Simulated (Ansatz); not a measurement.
# Ta2CF2 monolayer: a soft mode frozen in, part 3 of 3

Wanted: the energy along a soft mode of Ta2CF2 monolayer and the structure at the end.

Ansatz 0.2.0; DFT PBE, scalar-relativistic, plane waves, PAW; PAW set soft_1.

So far. Step 4 (The mode frozen in, largest atomic shift 0.14 Å): The energy, extrapolated to zero smearing, is -0.80 meV/atom against the undistorted cell. Step 5 (Energy along the mode, all amplitudes (two of the runs …): The lowest of the steps tried is at 0.14 Å, 0.8 meV/atom below the parent; the bottom of the well need not coincide with a step.

## (6) Relaxation from the frozen mode (continued)

Valence density in the bc plane at fractional x = 0.000, with atoms of C and Ta and F within 0.2 Å of it. It is the smooth field of the valence electrons, not physical close to the nuclei.

Ten steps, logarithmic in the rise over the least value, from '0' (0.00 × 1e0 e/Å³) to '9' (6.77 × 1e0 e/Å³), each cell a mean:
```
000000000000000
000000000000000
000000000000000
000000000000000
000000000000000
000000000000000
000000000000000
000000000000000
000000000000000
000000000000000
000000000000000
000000000000000
000000000000000
000000000000000
000000125897410
323678764665333
665567754444456
433333336888744
113699742343211
000112100000000
000000000000000
000000000000000
000000000000000
000000000000000
```
Columns run along b (5.5 Å), rows up along c (33.2 Å). Atoms in or near the plane, at fractional coordinates: C at (0.00, 0.31), Ta at (0.35, 0.33), Ta at (0.69, 0.27), F at (0.67, 0.38), F at (0.33, 0.23).

Electrostatic potential energy in the bc plane at fractional x = 0.000, with atoms of C and Ta and F within 0.2 Å of it. With pseudopotentials it is smooth inside the atoms' cores, unlike the true potential.

Values in eV, 24 rows by 15 columns, each cell a mean:
```
  0   0   0   0   0   0   0   0   0   0   0   0   0   0   0
  0   0   0   0   0   0   0   0   0   0   0   0   0   0   0
  0   0   0   0   0   0   0   0   0   0   0   0   0   0   0
  0   0   0   0   0   0   0   0   0   0   0   0   0   0   0
  0   0   0   0   0   0   0   0   0   0   0   0   0   0   0
  0   0   0   0   0   0   0   0   0   0   0   0   0   0   0
  0   0   0   0   0   0   0   0   0   0   0   0   0   0   0
  0   0   0   0   0   0   0   0   0   0   0   0   0   0   0
  0   0   0   0   0   0   0   0   0   0   0   0   0   0   0
  0   0   0   0   0   0   0   0   0   0   0   0   0   0   0
  0   0   0   0   0   0   0   0   0   0   0   0   0   0   0
  0   0   0   0   0   0   0   0   0   0   0   0   0   0   0
  0   0   0   0   0   0   0   0   0   0   0   0   0   0   0
  0   0   0   0   0   0   0   0   0   0   0   0   0   0   0
 -1  -1  -1  -2  -3  -3  -3  -2 -10 -25 -28 -21  -4  -1  -1
 -4  -5 -10 -23 -32 -35 -33 -26 -13 -14 -15 -11  -6  -5  -4
-37 -29 -13 -17 -25 -27 -26 -19 -11 -11 -11 -10  -9 -15 -34
 -7  -6  -6  -6  -6  -6  -6 -12 -31 -41 -42 -41 -33 -14  -8
 -2  -2  -3 -15 -34 -36 -25  -6  -8 -12 -14 -12  -8  -4  -3
  0   0   0   0   0  -1   0   0   0  -1  -1  -1   0   0   0
  0   0   0   0   0   0   0   0   0   0   0   0   0   0   0
  0   0   0   0   0   0   0   0   0   0   0   0   0   0   0
  0   0   0   0   0   0   0   0   0   0   0   0   0   0   0
  0   0   0   0   0   0   0   0   0   0   0   0   0   0   0
```
Columns run along b (5.5 Å; values clipped at the 3rd and 97th percentile), rows up along c (33.2 Å). Atoms in or near the plane, at fractional coordinates: C at (0.00, 0.31), Ta at (0.35, 0.33), Ta at (0.69, 0.27), F at (0.67, 0.38), F at (0.33, 0.23).

ELF in the bc plane at fractional x = 0.000, with atoms of C and Ta and F within 0.2 Å of it. It is the smooth field of the valence electrons, not physical close to the nuclei.

Ten even steps from '_' (0.00) to '@' (0.77), each cell a mean:
```
______________________________
______________________________
______________________________
______________________________
______________________________
______________________________
______________________________
______________________________
______________________________
______________________________
______________________________
______________________________
______________________________
__________________......______
______________==%%@@%%@@##::__
==--::==**++**++--++++==----==
++%%##++++++++==----====++%%##
##++==------::::**%%**##**--**
....==@@@@@@@@**..::::::..__..
______::----::..______________
______________________________
______________________________
______________________________
______________________________
```
Columns run along b (5.5 Å), rows up along c (33.2 Å). Atoms in or near the plane, at fractional coordinates: C at (0.00, 0.31), Ta at (0.35, 0.33), Ta at (0.69, 0.27), F at (0.67, 0.38), F at (0.33, 0.23).

The distorted start has space group P2_1/m; the relaxation ends in P2_1/m.

## (7) The phases reached

The phases reached along the modes that were followed are set side by side.

Energies are those of the first relaxation, on the mesh of the frozen mode; space group, volume and gap are those of the last relaxation. Phases, by row:

| mode frozen in | space group | energy from parent (meV/atom) | volume (Å³/atom) | gap on mesh (eV) | lowest zone-centre optical mode (cm⁻¹) | largest shift (Å) |
| --- | --- | --- | --- | --- | --- | --- |
| parent | P-3m1 | 0 | 59.1 | 0 | – | – |
| q = (0, -0.5, 0), 63i cm⁻¹ | P2_1/m | -4.31 | 57.72 | 0 | – | 0.184 |

## (8) What came out

- unstable mode of the parent: q = (0, -0.5, 0), 63i cm⁻¹
- depth at the lowest point sampled: 0.8 meV/atom
- largest atomic shift at that point: 0.14 Å
- space group reached (within 0.01 Å): P2_1/m
- energy gained over the parent (first relaxation, on the mesh of the frozen mode): 4.31 meV/atom
- area per atom, phase reached: 1.74 Å²

Along this mode the structure falls into P2_1/m, 4.31 meV/atom below the parent. At the parent's cell the well is 0.8 meV/atom deep on the steps tried, with its lowest point at a shift of 0.14 Å. Relaxing atoms and cell changes the gain by +3.51 meV/atom against the lowest step (energies at zero smearing). Most of the total comes from this relaxation. The modes of the phase reached were not computed on this path. How so shallow a well moves with the k mesh was not tested. Each path keeps the symmetry of its pattern, so a lower phase may lie along a pattern not tried. With no gap, or one that is small against the smearing, the frequencies hang on the k mesh and the smearing, most of all near Kohn anomalies. In a sheet or slab the interpolated bending branch near Γ is rough, since the rotational sum rule isn't imposed. Spin-orbit coupling is left out, which can matter for the heavy elements here. A phonon run warned that its eigensolver left some bands unconverged in a pass. The starting cell was built on a prototype and not taken from a measurement.

[Logs are printed without paths, hosts, clocks, repeated set-up lines and the standing remarks that a program may print on its own settings, such as how far it seeks lower states.]

[Hosts, paths, dates, database ids (printed as entryN), source tags and the programs' standing remarks are cut or masked in the printed files.]
